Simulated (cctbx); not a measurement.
**A crystallographic session in cctbx: TmAs12Ir4**

Library: cctbx 2025.11. The data are simulated by the first script.

## 1. Simulate the data

run.py:

```python
from cctbx import adptbx, crystal, miller, sgtbx, xray
from cctbx.array_family import flex
from iotbx.shelx import hklf
from scitbx import matrix
import scitbx.random

cs = crystal.symmetry(unit_cell=(8.206, 8.206, 8.206, 90, 90, 90), space_group_symbol='Hall: -I 2 2 3')  # Im-3
atoms = [  # label, site, U (iso, or U11 U22 U33 U12 U13 U23 in A^2), occupancy
    ("Ir1", (0.25, 0.25, 0.75), 0.0173, 1),
    ("Tm1", (0, 0, 0), 0.0169, 1),
    ("As1", (0.5, 0.8478, 0.3496), 0.0229, 1),
]
xs = xray.structure(crystal_symmetry=cs)
for label, site, u, occ in atoms:
    u = adptbx.u_cif_as_u_star(cs.unit_cell(), u) if isinstance(u, tuple) else u
    xs.add_scatterer(xray.scatterer(label, site=site, u=u, occupancy=occ))
xs.set_inelastic_form_factors(0.71073, "sasaki")
xs.show_summary()
p1 = xs.expand_to_p1()
ms = miller.build_set(p1, anomalous_flag=True, d_min=0.8)
flex.set_random_seed(553737)
scitbx.random.set_random_seed(553737)
ms = ms.select(flex.random_double(ms.size()) < 0.8)
i = ms.structure_factors_from_scatterers(p1, algorithm="direct").f_calc().as_intensity_array().data()
i = i * 5000 / flex.max(i)
sig = flex.sqrt(i + flex.pow2(0.04 * i) + 4 ** 2)
noise = scitbx.random.variate(scitbx.random.normal_distribution())(i.size())
data = ms.array(data=i + sig * noise, sigmas=sig).set_observation_type_xray_intensity()
with open("data.hkl", "w") as f:
    data.export_as_shelx_hklf(f)
print("reflections written:", data.size(), " <I/sigma> = %.1f" % flex.mean(data.data() / data.sigmas()))
for h, a, b in list(data.sort("data"))[:12]:
    print("%4d%4d%4d %9.1f %7.1f" % (h + (a, b)))
```

```console
$ python run.py
```

```text
Number of scatterers: 3
At special positions: 3
Unit cell: (8.206, 8.206, 8.206, 90, 90, 90)
Space group: I m -3 (No. 204)
reflections written: 3650  <I/sigma> = 4.7
   2   4  -2    5466.8   212.2
   2  -2  -4    5340.1   212.2
  -2  -2  -4    5239.9   212.2
  -2  -4   2    5228.3   212.2
   4   2  -2    5208.2   212.2
  -4  -2  -2    5208.0   212.2
   4   4   4    5182.9   208.1
  -2   2  -4    5170.1   212.2
  -2   4   2    5129.3   212.2
  -2  -4  -2    5104.3   212.2
   2   2   4    5095.3   212.2
   2   4   2    5044.0   212.2
```

Run time: 0.5 s on 1 thread of Arm Neoverse N1, on a shared host, peak memory 0.07 GiB.

## 2. Symmetry

run.py:

```python
from cctbx import crystal, sgtbx, statistics
from cctbx.array_family import flex
from iotbx.shelx import hklf

p1 = crystal.symmetry(unit_cell=(8.206, 8.206, 8.206, 90, 90, 90), space_group_symbol="P 1")
raw = hklf.reader(file_name="data.hkl").as_miller_arrays(crystal_symmetry=p1, anomalous=True)[0]
print(raw.size(), "reflections to d = %.3f A" % raw.d_min())
isig = raw.data() / raw.sigmas()
print("centring   violations  <I/sigma> of those")
best = "P"
for c in "ABCIRF":
    a = raw.customized_copy(space_group_info=sgtbx.space_group_info("Hall: %s 1" % c)).sys_absent_flags().data()
    m = flex.mean(isig.select(a))
    print("%5s %10d of %5d %8.1f" % (c, (isig.select(a) > 4).count(True), a.count(True), m))
    if (isig.select(a) > 4).count(True) < 0.01 * a.count(True):
        best = c
raw = raw.select(~raw.customized_copy(space_group_info=sgtbx.space_group_info("Hall: %s 1" % best)).sys_absent_flags().data())
isig = raw.data() / raw.sigmas()
rows = []
for s in sgtbx.space_group_symbol_iterator():
    g = sgtbx.space_group(s)
    if g.conventional_centring_type_symbol() != best or not g.is_compatible_unit_cell(p1.unit_cell(), 1e-3, 0.02):
        continue
    rows.append((s, g))
print("Laue class    unique    Rint  (classes that these axes allow; Friedel mates merged)")
rint = {}
for s, g in rows:
    laue = g.build_derived_patterson_group()
    key = laue.type().hall_symbol()
    if key not in rint:
        m = raw.customized_copy(space_group_info=laue.info(), anomalous_flag=False).merge_equivalents()
        rint[key] = m.r_int()
        print("%-14s %6d %7.3f" % (laue.type().lookup_symbol(), m.array().size(), m.r_int()))
floor = min(rint.values())
good = [(s, g) for s, g in rows if rint[g.build_derived_patterson_group().type().hall_symbol()] < 2 * floor + 0.03]
top = max(g.build_derived_patterson_group().order_z() for s, g in good)
print("space group    extra absences  I>4sigma  <I/sigma>")
for s, g in good:
    laue = g.build_derived_patterson_group()
    if laue.order_z() != top:
        continue
    a = raw.customized_copy(space_group_info=g.info()).sys_absent_flags().data()
    a &= ~raw.customized_copy(space_group_info=laue.info()).sys_absent_flags().data()
    bad = (isig.select(a) > 4).count(True)
    if bad <= 0.03 * a.count(True):
        print("%-16s %8d %10d %9s  %s" % (s.universal_hermann_mauguin(), a.count(True), bad, "%.1f" % flex.mean(isig.select(a)) if a.count(True) else "-", "centric" if g.is_centric() else "acentric"))
laue = max(good, key=lambda t: t[1].build_derived_patterson_group().order_z())[1].build_derived_patterson_group()
f = raw.customized_copy(space_group_info=laue.info(), anomalous_flag=False).merge_equivalents().array().eliminate_sys_absent().f_sq_as_f()
f.set_observation_type_xray_amplitude()
bins = max(3, min(8, f.size() // 12))
f.setup_binner(n_bins=bins)
w = statistics.wilson_plot(f, {e: n / laue.order_z() for e, n in {'Ir': 8.0, 'Tm': 2.0, 'As': 24.0}.items()}, e_statistics=True)
print("Wilson B = %.2f A^2   <|E^2-1|> = %.3f (0.968 centric, 0.736 acentric)   E^2>4: %.1f %%" % (w.wilson_b, w.mean_e_sq_minus_1, w.percent_e_sq_gt_2))
print("shell (A)         n   <I/sigma>")
m = raw.customized_copy(space_group_info=laue.info(), anomalous_flag=False).merge_equivalents().array().eliminate_sys_absent()
for b in m.setup_binner(n_bins=bins).range_used():
    sel = m.binner().selection(b)
    print("%5.2f - %4.2f %6d %8.1f" % (min(m.binner().bin_d_range(b)[0] if m.binner().bin_d_range(b)[0] > 0 else 99, 99), m.binner().bin_d_range(b)[1], sel.count(True), flex.mean((m.data() / m.sigmas()).select(sel))))
```

```console
$ python run.py
```

```text
3650 reflections to d = 0.801 A
centring   violations  <I/sigma> of those
    A        466 of  1841      3.1
    B        464 of  1827      3.1
    C        450 of  1810      3.0
    I          0 of  1845     -0.0
    R        774 of  2423      4.7
    F        690 of  2739      3.1
Laue class    unique    Rint  (classes that these axes allow; Friedel mates merged)
I 1 2/m 1         600   0.035
I 1 1 2/m         603   0.036
I 2/m 1 1         602   0.037
I m m m           346   0.039
I 4/m             304   0.278
I 4/m m m         190   0.279
I m -3            117   0.043
I m -3 m           76   0.279
space group    extra absences  I>4sigma  <I/sigma>
I 2 3                   0          0         -  acentric
I 21 3                  0          0         -  acentric
I m -3                  0          0         -  centric
Wilson B = 1.37 A^2   <|E^2-1|> = 0.968 (0.968 centric, 0.736 acentric)   E^2>4: 2.6 %
shell (A)         n   <I/sigma>
 5.80 - 1.60     20     43.9
 1.60 - 1.27     13     36.8
 1.27 - 1.11     17     32.6
 1.11 - 1.01      9     48.3
 1.01 - 0.94     18     40.4
 0.94 - 0.89      9     37.7
 0.89 - 0.84     16     20.1
 0.84 - 0.80     15     31.8
```

Time: 0.56 s.

## 3. Charge flipping

run.py:

```python
import itertools
from cctbx import crystal, maptbx
from cctbx.array_family import flex
from iotbx.shelx import hklf
from smtbx.ab_initio import charge_flipping as cf

cs = crystal.symmetry(unit_cell=(8.206, 8.206, 8.206, 90, 90, 90), space_group_symbol='Hall: -I 2 2 3')  # Im-3
raw = hklf.reader(file_name="data.hkl").as_miller_arrays(crystal_symmetry=cs, anomalous=True)[0]
merged = raw.eliminate_sys_absent().merge_equivalents()
fo2 = merged.array().set_observation_type_xray_intensity()
f = fo2.average_bijvoet_mates().f_sq_as_f().resolution_filter(d_min=0.8)
p1 = f.expand_to_p1()
p1.setup_binner_counting_sorted(reflections_per_bin=max(40, p1.size() // 12))
work = p1.array(data=p1.data() / p1.amplitude_quasi_normalisations().data())
flex.set_random_seed(66113)
it = cf.weak_reflection_improved_iterator(delta=None, weak_reflection_fraction=0.1)
it.start(work, phases=flex.random_double(p1.size()) * 6.2832, f_000=0)
it.delta = 0.9 * it.rho_map.sigma()
print("cycle      R  skewness")
for n, st in enumerate(itertools.islice(it, 100)):
    if n % 8 == 0:
        print("%5d %6.3f %8.2f" % (n, st.r1_factor(), st.rho_map.skewness()))
rho = p1.phase_transfer(it.f_calc).fft_map().apply_volume_scaling()
polish = cf.low_density_elimination_iterator(constant_rho_c=rho.sigma())
polish.start(f_obs=p1, phases=it.f_calc, f_000=0)
for _ in range(8):
    next(polish)
print("origin shift          correlation  skewness")
maps = []
for fc, shift, cc in itertools.islice(cf.f_calc_symmetrisations(f, polish.f_calc, 0), 4):
    m = f.phase_transfer(fc).fft_map(symmetry_flags=maptbx.use_space_group_symmetry, resolution_factor=0.25).apply_sigma_scaling()
    maps.append((m.skewness(), cc, m))
    print("%6.3f %6.3f %6.3f %10.3f %9.2f" % (tuple(shift) + (cc, m.skewness())))
skew, cc, m = max((t for t in maps if t[1] > maps[0][1] - 0.04), key=lambda t: t[0])
print("taken: symmetry correlation %.3f, skewness %.2f" % (cc, skew))
peaks = m.peak_search(parameters=maptbx.peak_search_parameters(min_distance_sym_equiv=0.9, max_clusters=8)).all()
sps = cs.special_position_settings(min_distance_sym_equiv=0.5)
print("peak      x       y       z  mult  height/sigma")
for k, (x, h) in enumerate(zip(peaks.sites(), peaks.heights())):
    ss = sps.site_symmetry(x)
    print("Q%-3d %7.4f %7.4f %7.4f %4d %8.1f" % ((k + 1,) + tuple(t % 1 for t in ss.exact_site()) + (ss.multiplicity(), h)))
```

```console
$ python run.py
```

```text
cycle      R  skewness
    0  0.662     0.41
    8  0.433     1.75
   16  0.412     2.13
   24  0.442     2.43
   32  0.460     2.67
   40  0.423     2.82
   48  0.432     3.31
   56  0.350     5.17
   64  0.250     5.54
   72  0.244     5.52
   80  0.248     5.39
   88  0.248     5.31
   96  0.246     5.25
origin shift          correlation  skewness
 0.218  0.873  0.469      0.871      0.40
 0.220  0.375  0.467      0.883      0.44
 0.467  0.631  0.216      0.861      0.07
 0.449  0.131 -0.006      0.867     -0.11
taken: symmetry correlation 0.883, skewness 0.44
peak      x       y       z  mult  height/sigma
Q1    0.0000  0.2443  0.1965   24      4.7
Q2    0.0000  0.0897  0.3836   24      3.5
Q3    0.0000  0.2271  0.5000   12      3.0
Q4    0.0000  0.4209  0.3911   24      2.8
Q5    0.0000  0.1344  0.0981   24      2.8
Q6    0.1422  0.2333  0.1834   48      1.8
Q7    0.0000  0.4050  0.1017   24      1.5
Q8    0.0684  0.3396  0.2859   48      1.0
```

Time: 0.9 s.

## 4. Charge flipping

run.py, as its changes from the last script of this kind:

```diff
@@ -13,3 +13,2 @@
-p1.setup_binner_counting_sorted(reflections_per_bin=max(40, p1.size() // 12))
-work = p1.array(data=p1.data() / p1.amplitude_quasi_normalisations().data())
-flex.set_random_seed(66113)
+work = p1
+flex.set_random_seed(66114)
@@ -20,2 +19,2 @@
-for n, st in enumerate(itertools.islice(it, 100)):
-    if n % 8 == 0:
+for n, st in enumerate(itertools.islice(it, 200)):
+    if n % 16 == 0:
```

```console
$ python run.py
```

```text
cycle      R  skewness
    0  0.676     0.51
   16  0.414     3.07
   32  0.256     5.43
   48  0.230     5.38
   64  0.232     5.39
   80  0.228     5.48
   96  0.241     5.33
  112  0.253     5.23
  128  0.251     5.24
  144  0.254     5.17
  160  0.246     5.03
  176  0.258     5.07
  192  0.254     5.20
origin shift          correlation  skewness
 0.469  0.085  0.565      0.970      7.86
 0.474  0.092  0.065      0.906      6.60
 0.466  0.587  0.567      0.899      6.57
 0.470  0.588  0.066      0.893      6.64
taken: symmetry correlation 0.970, skewness 7.86
peak      x       y       z  mult  height/sigma
Q1    0.2500  0.2500  0.2500    8     18.4
Q2    0.0000  0.0000  0.0000    2     16.1
Q3    0.0000  0.3499  0.1478   24      5.2
Q4    0.0000  0.0000  0.5000    6      1.2
Q5    0.1750  0.1750  0.1750   16      1.0
Q6    0.0000  0.1059  0.0956   24      0.8
Q7    0.1275  0.3363  0.2320   48      0.7
Q8    0.0000  0.1202  0.3229   24      0.6
```

Time: 0.95 s.

## 5. Refinement (model from the peaks)

run.py:

```python
import math
from cctbx import adptbx, crystal, maptbx, sgtbx, xray
from cctbx.array_family import flex
from cctbx.xray import observations
from iotbx.shelx import hklf
from scitbx.lstbx import normal_eqns_solving
from smtbx import absolute_structure, utils
from smtbx.refinement import constraints, least_squares

cs = crystal.symmetry(unit_cell=(8.206, 8.206, 8.206, 90, 90, 90), space_group_symbol='Hall: -I 2 2 3')  # Im-3
atoms = [  # label, site, U (iso, or U11 U22 U33 U12 U13 U23 in A^2), occupancy
    ("Ir1", (0.25, 0.25, 0.25), 0.0200, 1),
    ("Tm1", (0, 0, 0), 0.0200, 1),
    ("As1", (0, 0.3499, 0.1478), 0.0200, 1),
]
xs = xray.structure(crystal_symmetry=cs)
for label, site, u, occ in atoms:
    u = adptbx.u_cif_as_u_star(cs.unit_cell(), u) if isinstance(u, tuple) else u
    xs.add_scatterer(xray.scatterer(label, site=site, u=u, occupancy=occ))
xs.set_inelastic_form_factors(0.71073, "sasaki")
raw = hklf.reader(file_name="data.hkl").as_miller_arrays(crystal_symmetry=cs, anomalous=True)[0]
merged = raw.eliminate_sys_absent().merge_equivalents()
fo2 = merged.array().set_observation_type_xray_intensity()
print("Rint %.3f, %d unique reflections to %.2f A" % (merged.r_int(), fo2.size(), fo2.d_min()))
for sc in xs.scatterers():
    sc.flags.set_grad_site(True)
    sc.flags.set_grad_u_aniso(sc.flags.use_u_aniso())
    sc.flags.set_grad_u_iso(sc.flags.use_u_iso())
obs = fo2.as_xray_observations()
extra = {}
rep = constraints.reparametrisation(xs, [], utils.connectivity_table(xs), **extra)
ls = least_squares.crystallographic_ls(obs, rep, weighting_scheme=least_squares.mainstream_shelx_weighting(a=0, b=0))
print("cycle     R1     wR2    GooF  max shift (A)")
for cycle in range(6):
    ls.build_up()
    r1, wr2, goof = ls.r1_factor(cutoff_factor=2)[0], ls.wR2(), ls.goof()
    old = xs.sites_cart()
    normal_eqns_solving.levenberg_marquardt_iterations(ls, n_max_iterations=3, tau=0.0001, step_threshold=1e-7)
    big = flex.max((xs.sites_cart() - old).norms())
    print("%4d %7.4f %7.4f %7.3f %9.5f" % (cycle + 1, r1, wr2, goof, big))
    ls.build_up(objective_only=True)
    if abs(ls.wR2() - wr2) < 5e-5 and big < 5e-4:
        break
ls.build_up()
print("final R1 %.4f wR2 %.4f GooF %.3f  parameters %d  data/parameter %.1f" % (ls.r1_factor(cutoff_factor=2)[0], ls.wR2(), ls.goof(), ls.n_parameters, fo2.size() / ls.n_parameters))
cov = ls.covariance_matrix_and_annotations()
su = dict(zip(cov.annotations, (math.sqrt(max(v, 0)) for v in cov.matrix.matrix_packed_u_diagonal())))
a2 = cs.unit_cell().reciprocal_parameters()[0] ** -2
print("atom        x        y        z      Ueq    occ   su(xyz)  su(Uiso or U11)")
for sc in xs.scatterers():
    s = max(su.get(sc.label + k, 0) for k in (".x", ".y", ".z"))
    npd = "" if sc.is_positive_definite_u(cs.unit_cell()) else "  NPD"
    print("%-5s %8.5f %8.5f %8.5f %8.4f %6.3f %8.5f %7.4f%s" % ((sc.label,) + sc.site + (sc.u_iso_or_equiv(cs.unit_cell()), sc.occupancy, s, su.get(sc.label + ".uiso", su.get(sc.label + ".u11", 0) * a2), npd)))
fo = fo2.f_sq_as_f()
fc = fo.structure_factors_from_scatterers(xs, algorithm="direct").f_calc()
diff = fo.f_obs_minus_f_calc(1 / math.sqrt(ls.scale_factor()), fc).average_bijvoet_mates()
m = diff.fft_map(symmetry_flags=maptbx.use_space_group_symmetry, resolution_factor=0.25).apply_volume_scaling()
print("difference map: max %.2f min %.2f rms %.2f" % (m.statistics().max(), m.statistics().min(), m.statistics().sigma()))
peaks = m.peak_search(parameters=maptbx.peak_search_parameters(min_distance_sym_equiv=0.6, max_clusters=5)).all()
near = xs.closest_distances(peaks.sites(), distance_cutoff=4)
sps = cs.special_position_settings(min_distance_sym_equiv=0.5)
for k, (x, h) in enumerate(zip(peaks.sites(), peaks.heights())):
    ss = sps.site_symmetry(x)
    print("Q%-3d %7.4f %7.4f %7.4f %4d %7.2f  %.2f A from %s" % ((k + 1,) + tuple(t % 1 for t in ss.exact_site()) + (ss.multiplicity(), h, near.smallest_distances[k], xs.scatterers()[near.i_seqs[k]].label)))
```

```console
$ python run.py
```

```text
Rint 0.043, 117 unique reflections to 0.80 A
cycle     R1     wR2    GooF  max shift (A)
   1  0.0607  0.1424   6.707   0.02736
   2  0.0086  0.0179   0.845   0.00000
final R1 0.0086 wR2 0.0179 GooF 0.845  parameters 5  data/parameter 23.4
atom        x        y        z      Ueq    occ   su(xyz)  su(Uiso or U11)
Ir1    0.25000  0.25000  0.25000   0.0173  1.000  0.00000  0.0001
Tm1    0.00000  0.00000  0.00000   0.0171  1.000  0.00000  0.0002
As1    0.00000  0.34779  0.15038   0.0227  1.000  0.00006  0.0001
difference map: max 0.85 min -0.62 rms 0.17
Q1    0.0000  0.0000  0.3008   12    0.88  1.29 A from As1
Q2    0.0000  0.1578  0.3004   24    0.68  1.83 A from As1
Q3    0.0733  0.0733  0.0733   16    0.68  1.04 A from Tm1
Q4    0.0000  0.4436  0.5000   12    0.58  1.47 A from As1
Q5    0.0000  0.3134  0.2905   24    0.57  1.18 A from As1
```

Time: 0.64 s.

## 6. Refinement (anisotropic displacement)

run.py, as its changes from the last script of this kind:

```diff
@@ -12,3 +12,3 @@
-    ("Ir1", (0.25, 0.25, 0.25), 0.0200, 1),
-    ("Tm1", (0, 0, 0), 0.0200, 1),
-    ("As1", (0, 0.3499, 0.1478), 0.0200, 1),
+    ("Ir1", (0.25, 0.25, 0.25), 0.0173, 1),
+    ("Tm1", (0, 0, 0), 0.0171, 1),
+    ("As1", (0, 0.34779, 0.15038), 0.0227, 1),
@@ -20,0 +21 @@
+xs.convert_to_anisotropic()
@@ -34 +35 @@
-for cycle in range(6):
+for cycle in range(8):
@@ -38 +39 @@
-    normal_eqns_solving.levenberg_marquardt_iterations(ls, n_max_iterations=3, tau=0.0001, step_threshold=1e-7)
+    normal_eqns_solving.levenberg_marquardt_iterations(ls, n_max_iterations=3, tau=1e-06, step_threshold=1e-7)
@@ -59 +60 @@
-peaks = m.peak_search(parameters=maptbx.peak_search_parameters(min_distance_sym_equiv=0.6, max_clusters=5)).all()
+peaks = m.peak_search(parameters=maptbx.peak_search_parameters(min_distance_sym_equiv=0.6, max_clusters=6)).all()
```

```console
$ python run.py
```

```text
Rint 0.043, 117 unique reflections to 0.80 A
cycle     R1     wR2    GooF  max shift (A)
   1  0.0086  0.0179   0.861   0.00001
   2  0.0086  0.0175   0.837   0.00000
final R1 0.0086 wR2 0.0175 GooF 0.837  parameters 9  data/parameter 13.0
atom        x        y        z      Ueq    occ   su(xyz)  su(Uiso or U11)
Ir1    0.25000  0.25000  0.25000   0.0173  1.000  0.00000  0.0001
Tm1    0.00000  0.00000  0.00000   0.0171  1.000  0.00000  0.0002
As1    0.00000  0.34779  0.15038   0.0227  1.000  0.00006  0.0003
difference map: max 0.87 min -0.60 rms 0.17
Q1    0.0000  0.0000  0.2994   12    0.89  1.30 A from As1
Q2    0.0000  0.1566  0.2996   24    0.68  1.82 A from As1
Q3    0.0735  0.0735  0.0735   16    0.67  1.05 A from Tm1
Q4    0.0000  0.4432  0.5000   12    0.58  1.47 A from As1
Q5    0.0000  0.3140  0.2920   24    0.56  1.19 A from As1
Q6    0.1501  0.1372  0.2852   48    0.52  1.24 A from As1
```

It took 0.62 s on 1 thread of Arm Neoverse N1, with other jobs on the host, peak memory 0.09 GiB.

[Logs are printed without paths, hosts, clocks, repeated set-up lines and the standing remarks that a program may print on its own settings, such as how far it seeks lower states.]
